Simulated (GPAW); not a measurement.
## InF3 (R-3c): one start, several treatments of the self-energy

Aim: compare treatments of exchange, screening and correlation for the gap of InF3 (R-3c).

Method: LDA and many-body steps on it, plane waves, in GPAW 26.7.0.

### Step 1. Starting point

The structure is trigonal, space group R-3c (No. 167). The conventional cell has a = 5.204 Å, b = 5.204 Å, c = 14.723 Å, α = 90.00°, β = 90.00°, γ = 120.00°. In has 6 F at 2.08 Å nearest. F has 2 In at 2.08 Å nearest. Farther neighbours and most contacts between anions are not listed.

Coordinates:

```xyz
8
Lattice="2.6021 1.5023 4.9075 -2.6021 1.5023 4.9075 0.0000 -3.0047 4.9075" Properties=species:S:1:pos:R:3 pbc="T T T"
In    0.0000    0.0000    7.3613
In    0.0000    0.0000    0.0000
F    -0.9219    1.4079    6.1344
F     1.6802    0.0945    6.1344
F     0.7583    1.5023    8.5881
F    -1.6802   -0.0945    8.5881
F     0.9219   -1.4079    8.5881
F    -0.7583   -1.5023    6.1344
```

The cell and positions are those that the Materials Project relaxed with its own functionals (PBE, PBE+U or r2SCAN), kept fixed.

### Step 2. Empty states on the mesh, 4×4×4 mesh, 397 bands

This step: GPAW 26.7.0; DFT, LDA, plane waves, PAW.

The sums over transitions need many empty states on a uniform mesh; this step solves for them.

run.py reads:

```python
import json
import numpy as np
from gpaw.mpi import world
from gpaw import GPAW

calc = GPAW('gs.gpw').fixed_density(kpts={'size': (4, 4, 4), 'gamma': True},
    parallel={'domain': 1, 'band': 1},
    txt='nscf.txt')
calc.diagonalize_full_hamiltonian(nbands=397)
calc.write('full.gpw', mode='all')
res = {}
kpts = calc.get_ibz_k_points()
res['kpts'] = kpts
res['eigenvalues'] = [calc.get_eigenvalues(kpt=k) for k in range(len(kpts))]
res['n_electrons'] = calc.get_number_of_electrons()

if world.rank == 0:
    with open('result.json', 'w') as f:
        json.dump(res, f, default=lambda x: x.tolist())
```

Launch:

```bash
$ mpirun -n 8 gpaw python run.py
```

Numbers of over 12 decimals in the logs are rounded to 6 here.

Output:

```text
Diagonalizing LCAO Hamiltonian
Converting LCAO to pw mode
convergence criteria:
- Maximum integral of absolute [eigenst]ate change: 4e-08 eV^2 / valence electron
maximum number of iterations: 100

SCF iterations
|iter     |     time |      energy | eigst |  dens |
|iter:   1|  |             | +0.50 |       |
|iter:   2|  |             | -0.65 |       |
|iter:   3|  |             | -1.38 |       |
[...]
|iter:  14|  |             | -6.60 |       |
|iter:  15|  |             | -7.05 |       |
|iter:  16|  |             | -7.48c|       |
SCF steps: 16
  __  _  _
 | _ |_)|_||  |
 |__||  | ||/\| - 26.7.0

Input parameters:
  mode=PW(ecut=600.0),
  convergence={'density': 1e-06, 'bands': -3},
  gpts=array([35, 35, 35]),
  kpts=MonkhorstPack(size=(4, 4, 4), gamma=True),
  maxiter=100,
  nbands=44,
  occupations=Occupations(name='fermi-dirac', width=0.001, fixmagmom=False),
  parallel={'domain': 1, 'band': 1},
  xc=XC(name='LDA')
Matrix size: 3895x3895
# Writing to full.gpw (mode='all')
  [... matrices ...]

timing:  # [seconds]
  Total: 93.523  # ━━━━━━━━━━━━━━━━━━━━━━━━━━━━━━━━━━━━━━━━━━━━━━━━━━━━━━━━━━
```

Run time: 1.9 min. Hardware: 8 MPI ranks of Intel Xeon Platinum 8259CL at 2.50GHz (Skylake/Cascade Lake), shared host; peak memory 10 GiB.

Numbers from this step:

```
gap                                                           : 4.001 eV
k of the valence top                                          : 0.5, 0.5, 0
k of the conduction bottom                                    : 0, 0, 0
least direct gap                                              : 4.036 eV
k points computed                                             : 14
lowest point of the top converged band, above the valence top : 120.5849 eV
```

On this mesh the gap is 4.001 eV.

### Step 3. G0W0, Godby-Needs plasmon pole

Now the one-shot GW correction: screening in the RPA, then the self-energy of the levels asked for.

This step: G0W0 on LDA, plane waves, PAW.

run.py reads:

```python
import json
import numpy as np
from gpaw.mpi import world
from gpaw.response.g0w0 import G0W0

gw = G0W0('full.gpw',
    filename='gw',
    kpts=[0, 11],
    bands=(32, 36),
    ecut=78,
    nbands=180,
    integrate_gamma='WS',
    ppa=True)
gw.calculate()
res = {mode: {k: v for k, v in r.items() if k != 'sigma_eskwn'}
       for mode, r in gw.all_results.items()}

if world.rank == 0:
    with open('result.json', 'w') as f:
        json.dump(res, f, default=lambda x: x.tolist())
```

Launch:

```bash
$ mpirun -n 8 gpaw python run.py
```

Output:

```text
Using integrator: PointIntegrator
FrequencyGridDescriptor(from 0.000+0.000j to 0.000+27.211j eV, 2 points)
Nonperiodic BCs:  [False False False]
Using integrator: PointIntegrator
FrequencyGridDescriptor(from 0.000+0.000j to 0.000+27.211j eV, 2 points)
Nonperiodic BCs:  [False False False]
  ___  _ _ _
 |   || | | |
 | | || | | |
 |__ ||_____|
 |___|

BZ k-points: Symmetries present (total): 6

  [... matrices ...]
64 k-points: 4 x 4 x 4 Monkhorst-Pack grid + [1/8,1/8,1/8]
14 k-points in the irreducible part of the Brillouin zone
       k-points in crystal coordinates                weights
   0:     0.00000000    0.00000000    0.00000000          1/64
   1:     0.25000000    0.00000000   -0.25000000          6/64
   2:     0.25000000    0.00000000    0.00000000          6/64
   3:     0.25000000    0.25000000   -0.25000000          6/64
   4:     0.25000000    0.25000000    0.00000000          6/64
   5:     0.25000000    0.25000000    0.25000000          2/64
   6:     0.50000000    0.00000000    0.00000000          3/64
   7:     0.50000000    0.00000000    0.25000000          6/64
   8:     0.50000000    0.25000000   -0.25000000          6/64
   9:     0.50000000    0.25000000    0.00000000          6/64
          ...
  13:     0.50000000    0.50000000    0.50000000          1/64

Distributing spins, k-points and bands (1 x 2 x 4) over 8 processes
Number of blocks: 1

Quasi particle states:
k-points (IBZ indices): [0, 11]
Band range: (32, 36)
  [... matrices ...]
Computational parameters:
Plane wave cut-off: 78 eV
Number of bands: 180
Coulomb cutoff: None
Broadening: 0.1 eV

fxc modes: GW
Kernel: RPA
Using Godby-Needs plasmon-pole approximation:
  Fitting energy: i*E0, E0 = 1.000 Hartree
Summing all q:

Calculating screened Coulomb potential
No Coulomb truncation
FrequencyGridDescriptor(from 0.000+0.000j to 0.000+27.211j eV, 2 points)
Removing empty qpoint cache files...

Calculating chi0 body with:
    Ground state adapter containing:
    Number of spins: 1
    Number of kpoints: 64
    Number of irreducible kpoints: 14
    Number of completely occupied states: 34
    Number of partially occupied states: 34
    Occupied states memory: 22.243500 M / cpu

    Linear response parametrization:
    q_c: [0.0, 0.0, 0.0]
    Number of frequency points: 2
    Planewave cutoff: 78.0
    Number of bands: 180
    Number of planewaves: 181
    Broadening (eta): 1e-06
    comm.size: 8
    kncomm.size: 8
    blockcomm.size: 1

    Memory estimate of potentially large arrays:
        chi0_wGG: 0.999786 M / cpu
Integrating chi0 body.

Symmetries of q_c:
    Direct symmetries (Uq -> q): 6
    Indirect symmetries (TUq -> q): 0
In total 6 allowed symmetries.

  [... matrices ...]
14 groups of equivalent kpoints. 78.125% reduction.

Integral kind: response function
Integrating chi0 head and wings.

Symmetries of q_c:
    Direct symmetries (Uq -> q): 6
    Indirect symmetries (TUq -> q): 0
In total 6 allowed symmetries.

  [... matrices ...]
14 groups of equivalent kpoints. 78.125% reduction.

Integral kind: response function wings

Calculating chi0 body with:
    Ground state adapter containing:
    Number of spins: 1
    Number of kpoints: 64
    Number of irreducible kpoints: 14
    Number of completely occupied states: 34
    Number of partially occupied states: 34
    Occupied states memory: 22.243500 M / cpu

[... the further q-points ...]

Results:
f:      Occupation numbers
eps:     KS-eigenvalues [eV]
vxc:     KS vxc [eV]
exx:     Exact exchange [eV]
sigma:   Self-energies [eV]
dsigma:  Self-energy derivatives
Z:       Renormalization factors
qp:      QP-energies [eV]

k-point 0 (0): (0.000, 0.000, 0.000)                GW
band       f     eps     vxc     exx   sigma  dsigma       Z      qp
                                                                   GW
  32   1.000  -1.022 -24.799 -32.263   5.434  -0.256   0.796  -2.638
  33   1.000  -1.022 -24.799 -32.263   5.434  -0.256   0.796  -2.638
  34   0.000   3.014 -16.532 -11.641  -2.596  -0.151   0.869   5.007
  35   0.000   8.480 -22.189 -15.062  -3.137  -0.192   0.839  11.828

k-point 1 (11): (0.500, 0.500, 0.000)                GW
band       f     eps     vxc     exx   sigma  dsigma       Z      qp
                                                                   GW
  32   1.000  -1.099 -26.206 -32.908   4.951  -0.241   0.806  -2.511
  33   1.000  -0.987 -24.831 -32.313   5.447  -0.257   0.796  -2.607
  34   0.000   5.573 -20.209 -14.518  -2.616  -0.175   0.851   8.191
  35   0.000   7.135 -21.280 -14.818  -2.900  -0.190   0.840  10.128
```

Elapsed: 8 min, on 8 MPI ranks; peak memory 4.4 GiB; 64 min of CPU time.

Numbers from this step:

- G0W0 gap on the points computed: 7.518 eV
- least direct G0W0 gap on the computed points: 7.645 eV
- Z at the valence top: 0.8061
- Z at the conduction bottom: 0.8686
- starting gap on the mesh: 4.001 eV
- k of the valence top: 0.5, 0.5, 0
- k of the conduction bottom: 0, 0, 0

The gap on the mesh goes from 4.00 eV to 7.52 eV, a correction of +3.52 eV.

### Step 4. One-shot HSE06

This step: one-shot HSE06 levels on LDA orbitals, plane waves, PAW.

run.py reads:

```python
import json
import numpy as np
from gpaw.mpi import world
from gpaw.hybrids.eigenvalues import non_self_consistent_eigenvalues

dft, vxc, vxc_hyb = non_self_consistent_eigenvalues('full.gpw', 'HSE06', 32, 36, kpt_indices=[0, 11])
res = {'dft': dft[0], 'hybrid': (dft - vxc + vxc_hyb)[0]}
if world.rank == 0:
    with open('hybrid.txt', 'w') as f:
        for k, e0, e1 in zip([0, 11], res['dft'], res['hybrid']):
            print(k, ' '.join(f'{x:9.4f}' for x in e0), '|', ' '.join(f'{x:9.4f}' for x in e1), file=f)

if world.rank == 0:
    with open('result.json', 'w') as f:
        json.dump(res, f, default=lambda x: x.tolist())
```

Launch:

```bash
$ mpirun -n 8 gpaw python run.py
```

Output:

```text
IBZ(<points: 14, symmetries: 6>)
Occupied bands: 34
Transforming wave functions from IBZ to BZ: 0.058 seconds
Distributing wave functions and iFFT-ing to real space: 0.613 seconds
Calculating eigenvalues:
  k-points: 2
  Bands: 32-35 (inclusive)
  Seconds: 4.463 (wave-function broadcasting: 0.024 seconds)
HSE06-eigenvalue shifts:
  min: -1.757 eV
  ave: -0.308 eV
  max: 1.322 eV
```

The job ended after 10 s (8 MPI ranks; peak memory 3.3 GiB).

Numbers from this step:

| Property | Result |
| --- | --- |
| starting gap on the mesh | 4.001 eV |
| hybrid gap on the mesh | 6.564 eV |
| least direct hybrid gap on the computed points | 6.674 eV |

[end of part 1 of 2]

[Paths, hosts, dates, memory and timing lines, banners, echoed tables and standing remarks are left out of the program output.]

[Logs are printed without paths, hosts, clocks, repeated set-up lines and the standing remarks that a program may print on its own settings, such as how far it seeks lower states.]

[Runs of the session that timed out or met a known fault of the program may be left out.]

[Hosts, paths, dates, database ids (printed as entryN), source tags and the programs' standing remarks are cut or masked in the printed files.]
